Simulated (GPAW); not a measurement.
# A Pb chain with an O atom bridging one bond: converging a transmission, part 4 of 4

Aim: the cheapest settings that leave the conductance of a Pb chain with an O atom bridging one bond unchanged.

GPAW 26.7.0; GPAW LCAO, PAW setups; Landauer transmission from Green's functions with principal layers (ASE), zero bias.

So far, conductance (G₀): step 2 (base settings) 0.983; step 16 (varying the width of the vacuum box, box 7.5 × 7.5 Å) 0.989; step 17 (width of the vacuum box, box 11 × 11 Å) 0.980; step 18 (varying the width of the vacuum box, box 13 × 13 Å) 0.979; step 20 (varying the smearing: width = 0.01) 0.965.

## 21. Smearing: width = 0.03

File run.py:

```python
import json
import numpy as np
from ase import Atoms
from ase.transport.calculators import TransportCalculator
from gpaw import GPAW, FermiDirac
from gpaw.lcao.tools import get_lcao_hamiltonian
from scipy.linalg import eigh

# The junction with lead layers at both ends, along the third cell vector
device = Atoms(
    ['Pb', 'Pb', 'Pb', 'Pb', 'Pb', 'O', 'Pb', 'Pb', 'Pb', 'Pb', 'Pb'],
    positions=[
        [4.50000, 4.50000, 1.45000],
        [4.50000, 4.50000, 4.35000],
        [4.50000, 4.50000, 7.25000],
        [4.50000, 4.50000, 10.15000],
        [4.50000, 4.50000, 13.05000],
        [5.69979, 4.50000, 14.60000],
        [4.50000, 4.50000, 16.15000],
        [4.50000, 4.50000, 19.05000],
        [4.50000, 4.50000, 21.95000],
        [4.50000, 4.50000, 24.85000],
        [4.50000, 4.50000, 27.75000]],
    cell=[[9.0, 0.0, 0.0], [0.0, 9.0, 0.0], [0.0, 0.0, 29.2]],
    pbc=True)

# One principal layer of the lead: the first 3 atoms of the device
lead = Atoms(
    ['Pb', 'Pb', 'Pb'],
    positions=[
        [4.50000, 4.50000, 1.45000],
        [4.50000, 4.50000, 4.35000],
        [4.50000, 4.50000, 7.25000]],
    cell=[[9.0, 0.0, 0.0], [0.0, 9.0, 0.0], [0.0, 0.0, 8.7]],
    pbc=True)

settings = dict(mode='lcao', basis='szp(dzp)', xc='LDA', h=0.18,
                occupations=FermiDirac(0.03), maxiter=250,
                mixer=dict(beta=0.1, nmaxold=8, weight=100.0),
                convergence=dict(density=0.0001))
energies = np.arange(-2, 2 + 1e-9, 0.05)
eta = 0.0001
n1, n2 = 1, 1
# k and -k transmit alike, so half of the mesh across the current serves
mesh = [(i, j) for i in range(n1) for j in range(n2) if (i, j) <= (-i % n1, -j % n2)]
weights = np.array([1 if (i, j) == (-i % n1, -j % n2) else 2 for i, j in mesh]) / (n1 * n2)

# [... helper functions left out ...]
fermi_lead = ground_state(lead, (1, 1, 13), 'lead.txt')
fermi_device = ground_state(device, (1, 1, 3), 'device.txt')
# [... loop over the mesh left out, but for ...]
        # Shift the lead onto the potential of the device's first layer
        shift = ((H[:, 0, 0] - H0[:, 0, 0]) / S0[0, 0]).real.mean()
# [...]
kT = 8.617333e-5 * 500
bias = [0.1, 0.2, 0.5, 1.0, 1.5, 2.0]
# [... integrals and printing left out ...]
```

Launch:

```bash
> OMP_NUM_THREADS=1 OPENBLAS_NUM_THREADS=2 python run.py
```

Output:

```text
basis functions: device 149, principal layer 42
Fermi level: lead -3.0543 eV, device -2.8882 eV; lead shifted by -0.0206 eV
largest coupling past the next layer 2.82e-08 eV, largest misfit of the first layer 0.049 eV
  E-E_F (eV)   T (one spin)  channels
    -2.000    6.5442e-03    1.0000
    -1.950    6.9235e-03    1.0000
    -1.900    7.2296e-03    1.0000
    -1.850    7.4614e-03    1.0000
    -1.800    7.6172e-03    1.0000
    -1.750    7.6949e-03    1.0000
    -1.700    7.6917e-03    1.0000
    -1.650    7.6049e-03    1.0000
    -1.600    7.4312e-03    1.0000
    -1.550    7.1677e-03    1.0000
    -1.500    6.8116e-03    1.0000
    -1.450    6.3612e-03    1.0000
    -1.400    5.8160e-03    1.0000
    -1.350    5.1782e-03    1.0000
    -1.300    4.4534e-03    1.0000
    -1.250    3.6536e-03    1.0000
[...]
1.650    1.1489e+00    3.0000
     1.700    1.1615e+00    3.0000
     1.750    1.1739e+00    3.0000
     1.800    1.1861e+00    3.0000
     1.850    1.1978e+00    3.0000
     1.900    1.2092e+00    3.0000
     1.950    1.2199e+00    3.0000
     2.000    1.2299e+00    3.0000
conductance at 500 K: 0.97836 G0 a cell; thermopower 1.501 uV/K
current from the zero-bias T(E) at 0.1 V: 7.5786 uA
current from the zero-bias T(E) at 0.2 V: 15.147 uA
current from the zero-bias T(E) at 0.5 V: 37.625 uA
current from the zero-bias T(E) at 1.0 V: 72.611 uA
current from the zero-bias T(E) at 1.5 V: 99.305 uA
current from the zero-bias T(E) at 2.0 V: 118.74 uA
```

It took 50 s on 2 threads of Intel Xeon Platinum 8559C (Emerald Rapids), shared host; peak memory 1.5 GiB.

This step gave:

* conductance: 0.9784 G₀
* thermopower: 1.501 μV/K
* largest misfit of the first principal layer: 0.04901 eV
* shift that aligns the lead: -0.02059 eV
* transmission at the Fermi level (one spin): 0.9798

One spin. Table of transmission, zone mean by energy, zero at the Fermi level:

```csv
energy (eV),"transmission, zone mean"
-2.00,0.00654
-1.85,0.00746
-1.70,0.00769
-1.60,0.00743
-1.45,0.00636
-1.30,0.00445
-1.15,0.00193
-1.05,4.1e-4
-0.90,0.00152
-0.75,0.0306
-0.60,0.572
-0.50,0.733
-0.35,0.909
-0.20,0.988
-0.05,0.988
0.00,0.980
0.05,0.971
0.20,0.950
0.35,0.943
0.50,0.947
0.60,0.952
0.75,0.965
0.90,0.982
1.05,1.01
1.15,1.03
1.30,1.06
1.45,1.10
1.60,1.14
1.70,1.16
1.85,1.20
2.00,1.23
```

Crossings of the lead's bands, unfolded to its shortest repeat. Open channels, zone mean against energy, zero at the Fermi level:

energy (eV), open channels, zone mean and a bar from the least value:
```
    -2.00       1.00 
    -1.90       1.00 
    -1.80       1.00 
    -1.70       1.00 
    -1.55       1.00 
    -1.45       1.00 
    -1.35       1.00 
    -1.25       1.00 
    -1.15       1.00 
    -1.05       1.00 
    -0.90       1.00 
    -0.80       1.00 
    -0.70       1.00 
    -0.60       3.00 ##############################
    -0.50       3.00 ##############################
    -0.40       3.00 ##############################
    -0.25       3.00 ##############################
    -0.15       3.00 ##############################
    -0.05       3.00 ##############################
     0.00       3.00 ##############################
     0.05       3.00 ##############################
     0.15       3.00 ##############################
     0.25       3.00 ##############################
     0.40       3.00 ##############################
     0.50       3.00 ##############################
     0.60       3.00 ##############################
     0.70       3.00 ##############################
     0.80       3.00 ##############################
     0.90       3.00 ##############################
     1.05       3.00 ##############################
     1.15       3.00 ##############################
     1.25       3.00 ##############################
     1.35       3.00 ##############################
     1.45       3.00 ##############################
     1.55       3.00 ##############################
     1.70       3.00 ##############################
     1.80       3.00 ##############################
     1.90       3.00 ##############################
     2.00       3.00 ##############################
```

Not self-consistent under bias; the bias window is split evenly. Table of current through one cell, from the zero-bias transmission by bias:

```
bias (V)  current through one cell, from the zero-bias transmission (μA)
   0.100                                                            7.58
   0.200                                                            15.1
   0.500                                                            37.6
   1.000                                                            72.6
   1.500                                                            99.3
   2.000                                                             119
```

The conductance, 0.978 G₀, lies 0.4 % below that of the base run.

## 22. Smearing: width = 0.2

run.py: that of step 21 with these lines changed.

```diff
@@ -37,3 +37,3 @@
 settings = dict(mode='lcao', basis='szp(dzp)', xc='LDA', h=0.18,
-                occupations=FermiDirac(0.03), maxiter=250,
+                occupations=FermiDirac(0.2), maxiter=250,
                 mixer=dict(beta=0.1, nmaxold=8, weight=100.0),
```

Output:

```text
basis functions: device 149, principal layer 42
Fermi level: lead -2.9871 eV, device -2.8483 eV; lead shifted by -0.0118 eV
largest coupling past the next layer 2.82e-08 eV, largest misfit of the first layer 0.034 eV
  E-E_F (eV)   T (one spin)  channels
    -2.000    6.4595e-03    1.0000
    -1.950    6.8484e-03    1.0000
    -1.900    7.1702e-03    1.0000
[...]
1.950    1.2258e+00    3.0000
     2.000    1.2350e+00    3.0000
conductance at 500 K: 0.94978 G0 a cell; thermopower -1.685 uV/K
current from the zero-bias T(E) at 0.1 V: 7.3564 uA
current from the zero-bias T(E) at 0.2 V: 14.698 uA
current from the zero-bias T(E) at 0.5 V: 36.494 uA
current from the zero-bias T(E) at 1.0 V: 71.266 uA
current from the zero-bias T(E) at 1.5 V: 99.225 uA
current from the zero-bias T(E) at 2.0 V: 118.96 uA
```

It took 41 s on 2 threads; peak memory 1.5 GiB.

One spin. The transmission, zone mean by energy, zero at the Fermi level:

```csv
energy (eV),"transmission, zone mean"
-2.000,0.00646
-1.800,0.00760
-1.600,0.00752
-1.400,0.00596
-1.200,0.00289
-1.000,1.4e-5
-0.800,0.0156
-0.600,0.623
-0.400,0.833
-0.200,0.910
0.000,0.952
0.200,0.964
0.400,0.964
0.600,0.967
0.800,0.977
1.000,0.999
1.200,1.03
1.400,1.08
1.600,1.14
1.800,1.19
2.000,1.24
```

The conductance, 0.950 G₀, lies 3.3 % below that of the base run.

## 23. Varying the smearing: width = 0.4

run.py: that of step 22 with these lines changed.

```diff
@@ -37,3 +37,3 @@
 settings = dict(mode='lcao', basis='szp(dzp)', xc='LDA', h=0.18,
-                occupations=FermiDirac(0.2), maxiter=250,
+                occupations=FermiDirac(0.4), maxiter=250,
                 mixer=dict(beta=0.1, nmaxold=8, weight=100.0),
```

Output:

```text
basis functions: device 149, principal layer 42
Fermi level: lead -2.9076 eV, device -2.7865 eV; lead shifted by -0.0046 eV
largest coupling past the next layer 2.82e-08 eV, largest misfit of the first layer 0.019 eV
  E-E_F (eV)   T (one spin)  channels
    -2.000    6.7016e-03    1.0000
    -1.950    7.0411e-03    1.0000
    -1.900    7.3158e-03    1.0000
[...]
1.950    1.2402e+00    3.0000
     2.000    1.2504e+00    3.0000
conductance at 500 K: 0.89257 G0 a cell; thermopower -3.465 uV/K
current from the zero-bias T(E) at 0.1 V: 6.9135 uA
current from the zero-bias T(E) at 0.2 V: 13.815 uA
current from the zero-bias T(E) at 0.5 V: 34.326 uA
current from the zero-bias T(E) at 1.0 V: 67.189 uA
current from the zero-bias T(E) at 1.5 V: 95.409 uA
current from the zero-bias T(E) at 2.0 V: 115.64 uA
```

Elapsed: 40 s, on 2 threads; peak memory 1.5 GiB.

One spin. Table of transmission, zone mean by energy, zero at the Fermi level:

```
energy (eV)  transmission, zone mean
     -2.000                  0.00670
     -1.800                  0.00766
     -1.600                  0.00741
     -1.400                  0.00573
     -1.200                  0.00262
     -1.000                   1.7e-6
     -0.800                   0.0256
     -0.600                    0.589
     -0.400                    0.742
     -0.200                    0.831
      0.000                    0.895
      0.200                    0.933
      0.400                    0.952
      0.600                    0.964
      0.800                    0.978
      1.000                    0.999
      1.200                     1.03
      1.400                     1.08
      1.600                     1.14
      1.800                     1.20
      2.000                     1.25
```

The conductance, 0.893 G₀, lies 9.2 % below that of the base run.

## 24. Convergence in the smearing

The runs and the base run on one axis.

This step: convergence of the conductance (GPAW 26.7.0).

Table of conductance by smearing:

| smearing (eV) | conductance (G₀) |
| --- | --- |
| 0.010 | 0.965 |
| 0.030 | 0.978 |
| 0.100 | 0.983 |
| 0.200 | 0.950 |
| 0.400 | 0.893 |

## 25. Outcome

```json
{"conductance at the base settings": "0.983 G₀", "range over the grid spacing (0.14 to 0.3 Å)": "0.981 to 1.01 G₀", "range over the energy step (0.0125 to 0.2 eV)": "0.980 to 0.983 G₀", "range over the width of the vacuum box (5 to 13 Å)": "0.979 to 1.29 G₀", "range over the smearing (0.01 to 0.4 eV)": "0.893 to 0.983 G₀"}
```

In words: At the base settings the conductance, averaged at 500 K, is 0.983 G₀. In the grid spacing, no value tried moves the conductance by 3 %. In the energy step, no value tried moves the conductance by 3 %. In the width of the vacuum box, 7.5 Å already gives the conductance within 3 % of the finest value tried; currents at finite bias may need more. The smearing of the SCF moves the conductance between 0.893 and 0.983 G₀; a narrow width also needs more k-points. Over the ranges tried, the width of the vacuum box moves it most, counted as a ratio. The geometry was built from estimated bond lengths and not relaxed, so the numbers describe this model structure. Spin-orbit coupling is left out, which matters for the heavy atoms here. An evenly spaced straight chain is an idealisation: free chains tend to dimerise, zigzag or, where a band edge lies near the Fermi level, turn magnetic. The currents use the zero-bias T(E) throughout, which holds only while the bias is small against the distance to the nearest feature.

[Logs are printed without paths, hosts, clocks, repeated set-up lines and the standing remarks that a program may print on its own settings, such as how far it seeks lower states.]

[Hosts, paths, dates, database ids (printed as entryN), source tags and the programs' standing remarks are cut or masked in the printed files.]
